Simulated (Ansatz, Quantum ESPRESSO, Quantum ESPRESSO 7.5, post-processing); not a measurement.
# The basal face of Co: relaxation and work function

Wanted: relaxation and work function of Co(0001).

Calculated with Quantum ESPRESSO 7.5; plane-wave DFT, PBE, GBRV ultrasoft pseudopotentials (geometry and cross-check by Ansatz 0.2.0 with PAW datasets; geometry under PBE).

**Measured values to reproduce.**

“Anisotropic work function of elemental crystals” (2019, arxiv:1902.07811) quotes from earlier work for Co (polycrystalline sample, no single face): work function, loosely compared (polycrystalline sample, no single face) 5 eV.

Report form: the programs' logs are mostly left out.

## Step 1: Starting point

The cell holds 6 atoms: 6 Co. Its edges and angles: a = 2.510 Å, b = 2.510 Å, c = 26.178 Å, α = 90.0°, β = 90.0°, γ = 60.0°. It derives from Co. Vacuum lies along c.

## Step 2: Geometry from Ansatz of (0001)

The geometry comes first, from a plane-wave PAW code, so that the later runs on this slab share one structure.

input.yaml reads:

```yaml
crystal:
  lattice:
    - [2.51, 0.0, 0.0]
    - [1.255, 2.1737237635, 0.0]
    - [0.0, 0.0, 26.17805]
  atoms:
    - { symbol: Co, position: [0.6666666667, 0.6666666667, 0.3055995385], spin: 1.7 }
    - { symbol: Co, position: [0.0, 0.0, 0.3833597231], spin: 1.7 }
    - { symbol: Co, position: [0.6666666667, 0.6666666667, 0.4611199077], spin: 1.7 }
    - { symbol: Co, position: [0.0, 0.0, 0.5388800923], spin: 1.7 }
    - { symbol: Co, position: [0.6666666667, 0.6666666667, 0.6166402769], spin: 1.7 }
    - { symbol: Co, position: [0.0, 0.0, 0.6944004615], spin: 1.7 }
magnetization:
  spin_polarized: true
kpoints:
  mp_grid: { grid: [12, 12, 1] }
hamiltonian:
  xc: pbe
scf:
  occupations: { method: fermi_dirac, width: 0.1 }
  convergence: { dr2_threshold: 1.0e-08 }
efield:
  axis: 3
  dipole_correction: true
  ramp_position: 0.97
  ramp_width: 0.04
relax:
  f_tol: 0.01
  constraints: [{ sites: [2, 3] }]
output:
  write_potential: true
  write_density: true
  volumetric_format: npy
```

Launch:

```bash
> ansatz run input.yaml --threads 4 --pin off --max-ram 8192MiB --backend cpu --events-out ev --progress --plain --runs-dir out
```

Run time: 49 s. Hardware: 4 threads of Arm Neoverse V2, shared host; peak memory 0.67 GiB; 3.1 min of CPU time.

Relaxation path:

```
step  energy less that of the first step (eV)  largest force component (eV/Å)
   1                                   0.0000                          0.4570
   2                                  -0.0280                          0.2836
   3                                  -0.0423                          0.0517
   4                                  -0.0427                          0.0002
```

Forces are held to the 6 operations that the run works with; a distortion that breaks them can't arise in this run.

The atoms that moved most (Å):

```
atom     dx     dy      dz  length
 Co6  0.000  0.000  -0.090   0.090
 Co1  0.000  0.000   0.090   0.090
```

Final coordinates:

```cif
data_structure
_symmetry_space_group_name_H-M 'P 1'
_symmetry_Int_Tables_number 1
_cell_length_a 2.5100
_cell_length_b 2.5100
_cell_length_c 26.1780
_cell_angle_alpha 90.000
_cell_angle_beta 90.000
_cell_angle_gamma 60.000
_cell_volume 142.83
loop_
_atom_site_label
_atom_site_type_symbol
_atom_site_fract_x
_atom_site_fract_y
_atom_site_fract_z
_atom_site_occupancy
Co1 Co 0.66667 0.66667 0.30903 1
Co2 Co 0.00000 0.00000 0.38348 1
Co3 Co 0.66667 0.66667 0.46112 1
Co4 Co 0.00000 0.00000 0.53888 1
Co5 Co 0.66667 0.66667 0.61652 1
Co6 Co 0.00000 0.00000 0.69097 1
```

The relaxation lowers the energy by 7 meV an atom. Held were the atoms numbered 3 and 4; the forces quoted are those on the free ones.

This step gave:

* free energy: -30755.5241 eV
* energy at zero smearing: -30755.4261 eV
* smearing term TS: 0.1960 eV
* Fermi energy: 5.946 eV
* magnetization: 10.05 μB
* absolute magnetization: 11.05 μB
* site moments: 1.787, 1.738, 1.713, 1.713, 1.738, 1.787 μB
* symmetry operations: 6
* work function of the upper face: 4.909 eV
* work function of the lower face: 4.909 eV
* dipole along the normal: 3.77e-6 e·Å

## Step 3: Self-consistent run of (0001), PBE

Both faces of the slab are alike, so a plain periodic cell serves and symmetry is kept.

Level of this step: plane-wave DFT, PBE, GBRV ultrasoft pseudopotentials (Quantum ESPRESSO 7.5).

0001.pbe.in reads:

```
&control
  prefix = '0001.pbe'
  outdir = './out'
  pseudo_dir = './pseudo'
  calculation = 'scf'
  tprnfor = .true.
/
&system
  ibrav = 0
  nat = 6
  ntyp = 1
  ecutwfc = 40
  ecutrho = 200
  occupations = 'smearing'
  smearing = 'mv'
  degauss = 0.02
  nspin = 2
  starting_magnetization(1) = 0.28
/
&electrons
  conv_thr = 1e-07
  mixing_beta = 0.4
  electron_maxstep = 120
  mixing_mode = 'local-TF'
/
ATOMIC_SPECIES
  Co  58.9332  co_pbe_v1.2.uspp.F.UPF
CELL_PARAMETERS angstrom
  2.51000000000061 0.00000000000000 0.00000000000000
  1.25500000000031 2.17372376349947 0.00000000000000
  0.00000000000000 0.00000000000000 26.17805000000000
ATOMIC_POSITIONS crystal
  Co  0.666666666667 0.666666666667 0.309030535238
  Co  -0.000000000000 0.000000000000 0.383480344179
  Co  0.666666666667 0.666666666667 0.461119907700
  Co  0.000000000000 0.000000000000 0.538880092300
  Co  0.666666666667 0.666666666667 0.616519651331
  Co  0.000000000000 -0.000000000000 0.690969456507
K_POINTS automatic
  12 12 1 0 0 0
```

Launch:

```bash
> OMP_NUM_THREADS=1 mpirun -n 4 pw.x -nk 4 -in 0001.pbe.in > 0001.pbe.out
```

Wall time 95 s (4 MPI ranks); peak memory 0.61 GiB.

Numbers from this step:

| Item | Value |
| --- | --- |
| free energy | -24365.4146 eV |
| Fermi energy | 5.840 eV |
| magnetization | 10.25 μB |
| absolute magnetization | 11.39 μB |
| site moments | 1.832, 1.779, 1.765, 1.765, 1.779, 1.832 μB |

## Step 4: Electrostatic potential of (0001)

The vacuum level is read from the electrostatic potential (plot_num = 11), averaged over planes.

0001.pbe.pot.in reads:

```
&inputpp
  prefix = '0001.pbe'
  outdir = './out'
  filplot = '0001.pbe.pot.dat'
  plot_num = 11
/
```

Launch:

```bash
> OMP_NUM_THREADS=1 mpirun -n 4 pp.x -in 0001.pbe.pot.in > 0001.pbe.pot.out
```

Wall time 0.77 s (4 MPI ranks); peak memory 0.09 GiB.

Read from the output:

```
work function of the upper face                                       : 4.929 eV
slope of the potential above                                          : 3.36e-4 eV/Å
upper vacuum line continued to the top atoms, over the Fermi level    : 4.928 eV
work function of the lower face                                       : 4.929 eV
slope of the potential below                                          : -2.24e-4 eV/Å
lower vacuum line continued to the bottom atoms, over the Fermi level : 4.928 eV
```

The potential energy, planar mean oscillates, so the rows of the table below give means over windows of 1.98 Å about each position, cut where the curve ends. Its maxima inside the range that stand out by 2 % of the span (Å: eV): 9.1: -1.41, 11.1: -0.714, 13.1: -0.721, 15.1: -0.714, 17.1: -1.41. Its minima: 8.1: -26.3, 10.0: -26.6, 12.1: -26.6, 14.1: -26.6, 16.2: -26.6, 18.0: -26.3.

Electrostatic potential energy of an electron; zero at the Fermi level. The potential energy, planar mean by z; means over each step:

z (Å), potential energy, planar mean (eV) and a bar from the least value:
```
     0.99        4.9 ##############################
     2.97        4.9 ##############################
     4.95        4.9 ##############################
     6.93       -1.5 ###################
     8.91      -12.5 
    10.89      -11.4 ##
    12.87      -11.4 ##
    14.85      -11.5 ##
    16.83      -12.5 
    18.81       -8.0 ########
    20.79        4.8 ##############################
    22.77        4.9 ##############################
    24.75        4.9 ##############################
```

## Step 5: SCF with pw.x of (0001), LDA

The same atoms under a second functional.

Level of this step: plane-wave DFT, LDA, GBRV ultrasoft pseudopotentials (Quantum ESPRESSO 7.5).

0001.lda.in, as its differences from the input of step 3:

```diff
@@ -1,3 +1,3 @@
 &control
-  prefix = '0001.pbe'
+  prefix = '0001.lda'
   outdir = './out'
@@ -26,3 +26,3 @@
 ATOMIC_SPECIES
-  Co  58.9332  co_pbe_v1.2.uspp.F.UPF
+  Co  58.9332  co_lda_v1.2.uspp.F.UPF
 CELL_PARAMETERS angstrom
```

Launch:

```bash
> OMP_NUM_THREADS=1 mpirun -n 4 pw.x -nk 4 -in 0001.lda.in > 0001.lda.out
```

It took 94 s on 4 MPI ranks; peak memory 0.61 GiB.

Read from the output:

* free energy: -24352.6860 eV
* Fermi energy: 5.442 eV
* magnetization: 10.06 μB
* absolute magnetization: 10.86 μB
* site moments: 1.774, 1.724, 1.704, 1.704, 1.724, 1.774 μB

## Step 6: Potential by pp.x of (0001)

0001.lda.pot.in reads:

```
&inputpp
  prefix = '0001.lda'
  outdir = './out'
  filplot = '0001.lda.pot.dat'
  plot_num = 11
/
```

Launch:

```bash
> OMP_NUM_THREADS=1 mpirun -n 4 pp.x -in 0001.lda.pot.in > 0001.lda.pot.out
```

Elapsed: 0.75 s, on 4 MPI ranks; peak memory 0.1 GiB; 2.7 s of CPU time.

Read from the output:

- work function of the upper face: 5.264 eV
- slope of the potential above: 2.24e-4 eV/Å
- upper vacuum line continued to the top atoms, over the Fermi level: 5.263 eV
- work function of the lower face: 5.264 eV
- slope of the potential below: -1.46e-4 eV/Å
- lower vacuum line continued to the bottom atoms, over the Fermi level: 5.263 eV

On (0001) the work function under LDA lies +0.33 eV from PBE's.

## Step 7: The series side by side

All levels:

```
      level  work function (eV)  Ansatz, PBE (eV)  CPU time (s)
(0001), PBE               4.929             4.909         379.9
(0001), LDA               5.264                 -         376.4
```

## Step 8: By hand

For (0001) under PBE, on the run's own zero: φ = 10.769 − (5.840) = 4.929 eV.

## Step 9: Outcome

| Quantity | Value |
| --- | --- |
| work function of (0001), PBE | 4.93 eV |
| work function of (0001), LDA | 5.26 eV |

In words: Under PBE the work function is 4.93 eV on (0001). LDA lies +0.33 eV from PBE on the same atoms. The top two spacings change by -4.3 and -0.2 % on (0001). Ansatz, with Fermi-Dirac smearing and its own datasets, agrees within 0.02 eV under PBE. The slabs are thin and unreconstructed, at the tabulated lattice constant; thickness and mesh leave some 0.05 to 0.1 eV open.

Computed beside measured:

| quantity | measured | (0001), PBE |
| --- | --- | --- |
| work function, loosely compared (polycrystalline sample, no single face) (eV) | 5 | 4.93 (-0.07 eV) |

Measured values from arxiv:1902.07811 (2019).

Verdict: The work function, set beside that of the polycrystal, is off by -0.07 eV. A polycrystal averages over faces, so this is a loose comparison.

[Logs are printed without paths, hosts, clocks, repeated set-up lines and the standing remarks that a program may print on its own settings, such as how far it seeks lower states.]

[Hosts, paths, dates, database ids (printed as entryN), source tags and the programs' standing remarks are cut or masked in the printed files.]

[Maps of the electrostatic potential energy from Ansatz leave out the sawtooth potential of an applied field or a dipole correction, so their vacuum need not be flat; planar profiles and work functions include it.]
